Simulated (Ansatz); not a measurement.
# Phonons of TaN (P-6m2) against volume

Wanted: mode Grüneisen parameters of TaN (P-6m2).

Calculated with Ansatz 0.2.0; DFT r2SCAN, scalar-relativistic, plane waves, PAW.

## 1. The structure

The structure is hexagonal, space group P-6m2 (No. 187). The conventional cell has a = 2.936 Å, b = 2.936 Å, c = 2.885 Å, α = 90.00°, β = 90.00°, γ = 120.00°. Nearest to Ta lie 6 N at 2.23 Å. N has 6 Ta at 2.23 Å nearest. Farther neighbours, and contacts between anions beyond the nearest, are not listed.

## 2. The dispersion

Stability and thermal properties need the whole zone. Linear response on a 2×2×2 q mesh gives force constants as far as a supercell of that size would.

input.yaml

```yaml
crystal:
  lattice:
    - [2.9360779998, 0.0, 0.0]
    - [-1.4680389999, 2.5427181353, 0.0]
    - [0.0, 0.0, 2.8845931663]
  atoms:
    - { symbol: Ta, position: [0.3333333333, 0.6666666667, 0.5] }
    - { symbol: "N", position: [0.0, 0.0, 0.0] }
kpoints:
  mp_grid: { grid: [16, 16, 16] }
hamiltonian:
  xc: r2scan
scf:
  occupations: { method: methfessel_paxton, width: 0.15 }
output:
  eigenvalues: true
phonons:
  method: dfpt
  qmesh: [2, 2, 2]
  temperatures: { t_max: 1000, t_step: 50 }
  qpath:
    path:
      - [[0.0, 0.0, 0.0], [0.5, 0.0, 0.0], [0.33333333, 0.33333333, 0.0], [0.0, 0.0, 0.0], [0.0, 0.0, 0.5], [0.5, 0.0, 0.5], [0.33333333, 0.33333333, 0.5], [0.0, 0.0, 0.5]]
      - [[0.5, 0.0, 0.5], [0.5, 0.0, 0.0]]
      - [[0.33333333, 0.33333333, 0.5], [0.33333333, 0.33333333, 0.0]]
    npoints: 10
```

Launch:

```bash
> ansatz run input.yaml --threads 4 --pin off --max-ram 7168MiB --backend cpu --events-out ev --progress --plain --runs-dir out
```

Log:

```text
Warning: phonons: the dynamical matrix that this run interpolates holds no multipole term above the dipole-dipole one, and a site of this crystal is no centre of inversion, so its interpolated transverse optical and acoustic branches and sound speeds can stay off near Gamma, and the density of states and the thermodynamics with them. What a run solves at a wave vector of phonons.qpoints, Gamma apart, where the deck admits one, is free of this, and under fd what a larger phonons.supercell samples
Engine: ansatz 0.2.0, aarch64-unknown-linux-gnu
Pseudopotentials: kind: paw
Pseudopotential: Ta, paw, valence charge 13, recommended cutoff 500 eV (meta_gga), Ta.paw.azcp
Pseudopotential: N, paw, valence charge 5, recommended cutoff 500 eV (meta_gga), N.paw.azcp
Functional definition: r2SCAN
  parameter k0 = 0.174
  parameter k1 = 0.065
  parameter a1 = 4.9479
  exchange = r2scan_x(k0 = k0, k1 = k1, a1 = a1)
  correlation = r2scan_c
Crystal: 2 atoms, lattice volume = 21.535 Å³
Basis set: ecut = 500 eV, 551 PW (Γ), exchange–correlation on 120×120×120 points (125 copies of the dense FFT grid, shifted against one another)
Bands: 13, of which v1, the nominal top of the filled ones, is band 9 counted from 1 (8 counted from 0)
Symmetry: 12 space group operations
k-points: 1098 of 4096 (irreducible under 2 space group operations, time reversal used)
Non-local potential: Ta, projectors of the file, l = 0: 3, l = 1: 2, l = 2: 2, l = 3: 1
Non-local potential: N, projectors of the file, l = 0: 2, l = 1: 2, l = 2: 1
PAW form: soft (Blöchl's): semilocal exchange-correlation on the pseudo side does not see the compensation charge
PAW frozen core: Ta, regenerated for the run's functional (the file was generated under x = pbe(κ = 0.804, μ = 0.219515), c = pbe(β = 0.066725))
PAW frozen core: N, regenerated for the run's functional (the file was generated under x = pbe(κ = 0.804, μ = 0.219515), c = pbe(β = 0.066725))
PAW one-centre angular grid: Ta, 590 points (default); XC on 160 Gauss nodes
PAW one-centre angular grid: N, 302 points (default); XC on 160 Gauss nodes
Initial density: superposition of atomic densities (neutral atoms: chi_scale 0, normalization atom), corrected by the library's trained network
Initial wavefunctions: pseudopotential atomic-orbital guess
Functional: x = r2scan, c = r2scan; τ floored in thin density (d = 2e-4 eV/Å³)
SCF iter   1: F=—  HF=-10331.701373 eV  |F-HF|=—  |Δ(HF+E_count)|=         —  Δρ=1.11e-2  dr2=9.13e-3  dr2_τ=1.21e-1  ethr=1.77e-3  ⟨swp⟩=5.7  Hψ=75317  notcnv=0
preconditioner: auto → none  [insulator: Δε(μ)=0.105 eV  Ē_g=11.689 eV  σ=0.150 eV  W_gap=0.55  n_scr=8 (ndim 8)  ℏωp=25.3 eV  f_vac=0.000  D(μ)=0.05/eV (n_scr^D=0)  ε∞_Penn≈5.7]
SCF iter   2: F=—  HF=-10331.801608 eV  |F-HF|=—  |Δ(HF+E_count)|=   1.00e-1  S|Δr|=    0.00e0  Δρ=7.50e-3  dr2=6.40e-3  dr2_τ=4.89e-4  ethr=5.07e-5  ⟨swp⟩=2.3  Hψ=35517  notcnv=0
SCF iter   3: F=—  HF=-10331.804907 eV  |F-HF|=—  |Δ(HF+E_count)|=   3.30e-3  S|Δr|=    0.00e0  Δρ=4.76e-3  dr2=4.20e-3  dr2_τ=6.00e-4  ethr=3.55e-5  ⟨swp⟩=2.0  Hψ=19761  notcnv=0
SCF iter   4: F=—  HF=-10331.804305 eV  |F-HF|=—  |Δ(HF+E_count)|=   6.02e-4  S|Δr|=    0.00e0  Δρ=2.15e-3  dr2=1.04e-3  dr2_τ=6.43e-5  ethr=2.33e-5  ⟨swp⟩=1.8  Hψ=16924  notcnv=0
SCF iter   5: F=—  HF=-10331.804136 eV  |F-HF|=—  |Δ(HF+E_count)|=   1.69e-4  S|Δr|=    0.00e0  Δρ=1.71e-4  dr2=6.13e-6  dr2_τ=5.17e-7  ethr=5.75e-6  ⟨swp⟩=2.0  Hψ=18193  notcnv=0
SCF iter   6: F=—  HF=-10331.804136 eV  |F-HF|=—  |Δ(HF+E_count)|=   2.89e-7  S|Δr|=    0.00e0  Δρ=7.08e-5  dr2=1.08e-6  dr2_τ=6.64e-8  ethr=3.40e-8  ⟨swp⟩=2.3  Hψ=19601  notcnv=0
SCF iter   7: F=—  HF=-10331.804137 eV  |F-HF|=—  |Δ(HF+E_count)|=   2.92e-7  S|Δr|=    0.00e0  Δρ=1.59e-5  dr2=5.69e-8  dr2_τ=3.97e-9  ethr=6.00e-9  ⟨swp⟩=2.5  Hψ=19060  notcnv=0
SCF iter   8: F=—  HF=-10331.804137 eV  |F-HF|=—  |Δ(HF+E_count)|=   2.39e-9  S|Δr|=    0.00e0  Δρ=2.73e-6  dr2=1.69e-9  dr2_τ=9.67e-11  ethr=3.16e-10  ⟨swp⟩=2.2  Hψ=18788  notcnv=0
SCF iter   9: F=—  HF=-10331.804137 eV  |F-HF|=—  |Δ(HF+E_count)|=  4.55e-11  S|Δr|=    0.00e0  Δρ=7.73e-7  dr2=1.29e-10  dr2_τ=7.22e-12  ethr=9.39e-12  ⟨swp⟩=2.4  Hψ=20901  notcnv=0
SCF iter  10: F=-10331.804137 eV  HF=-10331.804137 eV  |F-HF|=0.00e0  |Δ(HF+E_count)|=  3.64e-12  S|Δr|=    0.00e0  Δρ=2.00e-8  dr2=4.65e-14  dr2_τ=1.78e-14  ethr=1.00e-12  ⟨swp⟩=4.8  Hψ=68809  notcnv=0
the search or the solves at the SCF's close seem to have found levels that the self-consistency loop had missed (the run counts 3). By its estimate they hold under 1e-12 electrons; where the run keeps them, the occupations were computed again with them
SCF 1 converged in 10 iterations: F = -10331.804137 eV  dr2 = 4.65e-14
  greatest PAW one-centre occupation: 0.998 electrons in one spin orbital (limit 2), on the Ta atom at site 0 (counted from 0), in its partial waves of l = 0
Basis set: ecut = 500 eV, 551 PW (Γ), exchange–correlation on 96×96×96 points (64 copies of the dense FFT grid, shifted against one another)
k-points: 270 of 4096 (time reversal used)
Initial density: read from a saved state, or passed on in memory by an earlier SCF of this step, an earlier step, the calling program or the single point that the run made first
iter 1 solved again at ethr=1.07e-7 eV; its pass at ethr=3.10e-3 eV (dr2=1.92e-5 eV) is discarded
SCF iter   1: F=—  HF=-10331.804144 eV  |F-HF|=—  |Δ(HF+E_count)|=         —  Δρ=1.40e-6  dr2=3.67e-10  dr2_τ=6.43e-11  ethr=1.07e-7  ⟨swp⟩=3.7  Hψ=28497  notcnv=0
eigensolver tolerance schedule: the retry pair's looser diagonalisation over-reported the residual by 52347.31 of it (diagonalisation noise at an unbounded share of the residual, at the tolerance the schedule requests for it); recorded, not acted on — ethr = c·dr2/N_el stays at c = 1.0e-1
preconditioner: auto → none  [insulator: Δε(μ)=0.103 eV  Ē_g=11.673 eV  σ=0.150 eV  W_gap=0.54  n_scr=8 (ndim 8)  ℏωp=25.3 eV  f_vac=0.000  D(μ)=0.05/eV (n_scr^D=0)  ε∞_Penn≈5.7]
SCF iter   2: F=—  HF=-10331.804144 eV  |F-HF|=—  |Δ(HF+E_count)|=   5.68e-7  S|Δr|=    0.00e0  Δρ=1.40e-6  dr2=5.31e-10  dr2_τ=1.26e-10  ethr=2.04e-12  ⟨swp⟩=3.8  Hψ=8592  notcnv=0
SCF iter   3: F=—  HF=-10331.804144 eV  |F-HF|=—  |Δ(HF+E_count)|=  1.31e-10  S|Δr|=    0.00e0  Δρ=4.01e-7  dr2=4.13e-11  dr2_τ=1.19e-11  ethr=2.04e-12  ⟨swp⟩=2.2  Hψ=4591  notcnv=0
SCF iter   4: F=—  HF=-10331.804144 eV  |F-HF|=—  |Δ(HF+E_count)|=  3.64e-12  S|Δr|=    0.00e0  Δρ=2.27e-7  dr2=1.18e-11  dr2_τ=2.51e-12  ethr=1.00e-12  ⟨swp⟩=1.0  Hψ=3510  notcnv=0
SCF iter   5: F=-10331.804144 eV  HF=-10331.804144 eV  |F-HF|=1.82e-12  |Δ(HF+E_count)|=  9.09e-12  S|Δr|=    0.00e0  Δρ=5.08e-8  dr2=5.29e-13  dr2_τ=1.02e-13  ethr=1.00e-12  ⟨swp⟩=3.1  Hψ=8083  notcnv=0
SCF 2 converged in 5 iterations: F = -10331.804144 eV  dr2 = 5.29e-13
phonons: the bands overlap, so this run is a metal and interpolates without the dipole-dipole term. If the crystal is really an insulator or semiconductor, its LO-TO splitting is missing
DFPT response loops at Γ: preconditioner auto → Kerker (q_TF=auto, 2.648 Å⁻¹) (partly filled bands, converged f_vac=0.000); β = 1.00, the filter's whole step (`scf.mixing.beta` (0.50) is not read by the response loops under this deck's `scf.mixing.preconditioner`; to damp them name `kerker` or `kerker_dos`, under which they read `scf.mixing.beta`, and type it under 1.00, their step now; both keys bind the ground state too); Broyden in place of MSR1
NSCF: frozen V_eff on 270 k-points
WARN: eigensolver did not converge in 4 slots of this pass, the one above among them; of largest residual over every band (k=11): 1 band(s) unlocked (lowest unlocked band 12, counted from 0; max residual 1.19e-5 eV among the unlocked bands, 1.19e-5 eV over every band); of lowest unlocked band (k=11): band 12
NSCF: frozen V_eff on 1314 k-points
DFPT response loops at q = (0, 0, -0.5) (fractional): mixed as the last ones told, above
NSCF: frozen V_eff on 1314 k-points
DFPT response loops at q = (0, -0.5, 0) (fractional): mixed as the last ones told, above
NSCF: frozen V_eff on 1314 k-points
DFPT response loops at q = (0, -0.5, -0.5) (fractional): mixed as the last ones told, above
SCF converged after 10 iterations
Stability not checked: this state was not tested for a lower state beside it, because cold or Methfessel-Paxton smearing, or corrected tetrahedra, fill the levels in a way that the test cannot read (fill_not_monotonic; see scf.lower_state_search)
Free energy (F): -10331.804137 eV
Harris-Foulkes:  -10331.804137 eV  (|F-HF|=0.00e0)
Internal energy: -10331.804171 eV  (E = F + TS)
E sigma→0 (E₀):  -10331.804145 eV
Entropy (-TS):   0.000034 eV (0.017 meV/atom)
Fermi energy:    20.230477 eV
--- Per-component energies (eV) ---
  E_band       = -67.988334
  E_kinetic    = 501.387838
  E_local      = -603.175750  (includes V_loc(G=0)·N_el)
  E_nonlocal   = 59.441069
  E_hartree    = 203.847735
  E_xc         = -265.848645
  E_vxc        = -308.555899  (∫ρ·V_xc dr)
  E_paw        = -8552.172198  (= ΣΔE_a)
  E_vpaw       = -140.606868  (= ΣTr[D̂ρ^β])
  E_aug_tail   = 0.000081  (compensation charges beyond the density's cutoff)
  E_vtau       = 15.825727  (kinetic-family band-sum trace: ∫τ·v_τ [+ j·A + Jᵃ·Aᵃ] dr)
  E_ewald      = -1674.498456
  E_core_change = -0.785845  (= ΣΔE_core)
  E_smearing   = 0.000034  (= −TS)
  E_closure    = 0.000000  (closes the sum)
  Σ components = -10331.804137   (vs F -10331.804137, Δ=0.00e0)
--- Band table (eV; the first three rows and the last of 1098) ---
  k-point 0: bands = [... 5 lower, 15.4048, 15.4048, 15.8331, 17.0582, 22.7004, 23.9578, 23.9578, 24.4764]
  k-point 1: bands = [... 5 lower, 15.4380, 15.4380, 15.4637, 17.3747, 22.8512, 23.3634, 23.3634, 24.9262]
  k-point 2: bands = [... 5 lower, 14.7098, 15.5335, 15.5335, 18.0178, 22.5446, 22.5446, 23.2615, 25.3072]
  k-point 1097: bands = [... 5 lower, 12.3833, 13.0986, 15.8253, 18.9898, 24.5894, 25.3627, 26.3624, 27.7682]
--- Phonons (Γ-DFPT): 4 representative perturbations + reference, on 1098 of 4096 k-points (Σ response iterations 27) ---
  k mesh reduced under 2 symmetry operations, with k and −k counted as one. Each operation leaves every solved perturbation unchanged. A smaller set is not considered because the functional reads the kinetic-energy density
  ASR residual: 6.112e-4 → 0.000e0 eV/Å²; symmetrization residual: 1.112e-6 eV/Å²
  ASR residual per site (eV/Å²): 2.20e-5 6.11e-4
  Γ frequencies (cm⁻¹): 0.00 0.00 0.00 530.53 530.53 547.83
--- Phonons (arbitrary-q DFPT): 4 irreducible q on the 2×2×2 mesh ---
  q = [0.0000, 0.0000, 0.0000] (star 1, of the zone-centre solve; hermiticity 1.55e-7, symmetrization 1.54e-10): -0.00 0.00 0.00 530.53 530.53 547.83
  q = [0.0000, 0.0000, -0.5000] (star 1, 4 solved perturbations in 1854 linear systems a pass and spin channel, the states on 657 of 4096 k-point pairs; hermiticity 2.46e-10, symmetrization 1.23e-10): 150.58 150.58 288.69 488.28 488.28 635.26
  q = [0.0000, -0.5000, 0.0000] (star 3, 6 solved perturbations on 657 of 4096 k-point pairs; hermiticity 4.34e-8, symmetrization 5.58e-14): 178.78 179.08 270.28 529.46 558.59 599.51
  q = [0.0000, -0.5000, -0.5000] (star 3, 6 solved perturbations on 657 of 4096 k-point pairs; hermiticity 1.84e-7, symmetrization 4.31e-15): 197.98 236.96 245.26 558.07 592.03 605.13
  sum rule: each row above includes the acoustic sum rule's correction from the zone centre's row sums; it moved no ω² by more than (3.44 cm⁻¹)²
  mesh force constants: q→R imaginary residual 8.00e-18; ASR residual 6.112e-4 → 0.000e0 eV/Å²; symmetrization residual 3.553e-14 eV/Å²
  interpolated dispersion: 93 rows × 6 modes
  density of states and harmonic sums: on the 24×24×22 q-mesh, interpolated from the force constants of a 2×2×2 supercell (no non-analytic term)
  largest difference from the sums on the solved wave vectors: F 5.85e-2 eV, S 9.08e-5 and C_V 3.23e-5 eV/K
  zero-point energy: 0.142377 eV/cell   skipped modes (ω ≤ 0): 3   left out of the sums: 3.95e-5 of the cell's modes: C_V's classical limit lies that fraction below 3 k_B per atom; for a crystal, a wire or a layer, F and S can be off by more, and a phonons.interpolated_qmesh denser along its periods is the remedy for the sampling
```

Wall time 6.3 min (4 threads of Arm Neoverse V2, shared host); peak memory 1.6 GiB; 25 min of CPU time.

Reading the cycles: dr2 is the Hartree energy of the density residual (eV), the measure of convergence; HF is the Harris–Foulkes estimate of the energy, which meets the free energy F at convergence.

Read from the output:

```yaml
volume_per_atom: 10.77 Å³
gap_on_the_k_mesh: 0 eV
sum_rule_residual_before_enforcement: 6.11e-4 eV/Å²
lowest_frequency_on_the_path: 0 cm⁻¹
point_group: -6m2
highest_frequency_on_path_mesh_or_solved_points: 635.3 cm⁻¹
mean_frequency: 382.8 cm⁻¹
highest_optical_mode_at_the_zone_centre_no_lo_to_term: 547.8 cm⁻¹
lowest_optical_zone_centre_mode: 530.5 cm⁻¹
lowest_mode_on_the_q_mesh_acoustic_modes_at_gamma_apart: 150.6 cm⁻¹
edges_of_the_widest_gap_between_branches_on_path_and_mesh: 288.7, 488.3 cm⁻¹
```

Frequencies (cm⁻¹) solved at each irreducible wavevector; negative means imaginary. Frequencies by wavevector, by row:

| q in reciprocal lattice units | star | mode 1 | mode 2 | mode 3 | mode 4 | mode 5 | mode 6 |
| --- | --- | --- | --- | --- | --- | --- | --- |
| 0 0 0 | 1 | 0 | 0 | 0 | 530.5 | 530.5 | 547.8 |
| 0 0 -0.5 | 1 | 150.6 | 150.6 | 288.7 | 488.3 | 488.3 | 635.3 |
| 0 -0.5 0 | 3 | 178.8 | 179.1 | 270.3 | 529.5 | 558.6 | 599.5 |
| 0 -0.5 -0.5 | 3 | 198 | 237 | 245.3 | 558.1 | 592 | 605.1 |

Symmetry leaves 4 wavevectors to solve. The lowest mode among them, the acoustic zeros apart, lies at q = (0, 0, -0.5) and is real, 151 cm⁻¹.

## 3. Relaxing at another volume, volume ratio 0.97

The volume is scaled by 0.97 and held, while shape and atoms relax as far as symmetry allows. The modes can then be followed against volume.

input.yaml

```yaml
crystal:
  lattice:
    - [2.9064186185, 0.0, 0.0]
    - [-1.4532093092, 2.5170323576, 0.0]
    - [0.0, 0.0, 2.8554538693]
  atoms:
    - { symbol: Ta, position: [0.3333333333, 0.6666666667, 0.5] }
    - { symbol: "N", position: [0.0, 0.0, 0.0] }
kpoints:
  mp_grid: { grid: [15, 15, 16] }
hamiltonian:
  xc: r2scan
scf:
  occupations: { method: methfessel_paxton, width: 0.15 }
output:
  forces: true
  stress: true
  eigenvalues: true
relax:
  adjacent_minimum: "off"
  f_tol: 0.001
  max_steps: 60
  cell: { stress_tol: 0.01, fix: [volume] }
```

Log:

```text
[...]
Crystal: 2 atoms, lattice volume = 20.889 Å³
Basis set: ecut = 500 eV, 539 PW (Γ), exchange–correlation on 96×96×96 points (64 copies of the dense FFT grid, shifted against one another)
Bands: 13, of which v1, the nominal top of the filled ones, is band 9 counted from 1 (8 counted from 0)
Symmetry: 12 space group operations
[...]
k-points: 243 of 3600 (time reversal used)
[...]
--- Relaxed structure (3 steps of the walk, 2 accepted, 1 SCFs on fresh bases) ---
  F+E_penalty+E_count = -10331.78131653 eV   max|allowed force component| = 1.295e-16 eV/Å   (the final SCF, on the basis selected at the relaxed cell)
  cell:  # Å, volume = 20.8892 Å³
    - [2.904647, -2.884995e-11, 0.0]
    - [-1.452324, 2.515498, 0.0]
    - [0.0, 0.0, 2.858937]
  atoms:
    - { symbol: Ta, position: [0.333333, 0.666667, 0.500000] }
    - { symbol: N, position: [0, -2.775558e-17, 0.0] }
[key lines of the parts left out:]
SCF converged after 6 iterations
Free energy (F): -10331.781317 eV
Fermi energy:    20.940867 eV
P = ⅓ Tr σ = 11.6745 GPa (116.745 kbar)
```

Wall time 15 s (4 threads); peak memory 0.48 GiB.

Step by step:

| step | energy less that of the first step (eV) | largest force component (eV/Å) | pressure (GPa) | volume (Å³) |
| --- | --- | --- | --- | --- |
| 1 | 0.0000 | 0.0000 | 11.73 | 20.89 |
| 2 | 0.0004 | 0.0000 | 11.57 | 20.89 |
| 3 | -0.0001 | 0.0000 | 11.67 | 20.89 |
| 4* | -0.0001 | 0.0000 | 11.67 | 20.89 |

Relaxation steps marked * repeat the geometry before them on a plane-wave basis chosen anew for their cell, so energy and pressure can jump there. Relaxation step 2 was tried and not accepted.

The run keeps the 12 symmetry operations that the program found, so distortions that break them were not tested.

| conventional cell, symmetrised | before | after | change |
| --- | --- | --- | --- |
| a (Å) | 2.906 | 2.905 | -0.1 % |
| b (Å) | 2.906 | 2.905 | -0.1 % |
| c (Å) | 2.855 | 2.859 | +0.1 % |
| volume (Å³/atom) | 10.44 | 10.44 | +0.0 % |

Final coordinates:

```cif
data_structure
_symmetry_space_group_name_H-M 'P 1'
_symmetry_Int_Tables_number 1
_cell_length_a 2.9046
_cell_length_b 2.9046
_cell_length_c 2.8589
_cell_angle_alpha 90.000
_cell_angle_beta 90.000
_cell_angle_gamma 120.000
_cell_volume 20.89
loop_
_atom_site_label
_atom_site_type_symbol
_atom_site_fract_x
_atom_site_fract_y
_atom_site_fract_z
_atom_site_occupancy
Ta1 Ta 0.33333 0.66667 0.50000 1
N2 N 0.00000 0.00000 0.00000 1
```

This step gave:

```
pressure        : 11.67 GPa
volume per atom : 10.44 Å³
```

The cell grew by 0.0 % in volume.

(Part 1 of 2 ends here.)

[Long decimals in the printed logs are rounded to 6 places.]

[Logs are printed without paths, hosts, clocks, repeated set-up lines and the standing remarks that a program may print on its own settings, such as how far it seeks lower states.]

[Hosts, paths, dates, database ids (printed as entryN), source tags and the programs' standing remarks are cut or masked in the printed files.]

[Where the starting crystal was built by hand or by swapping elements, it need not be the compound's stable phase.]
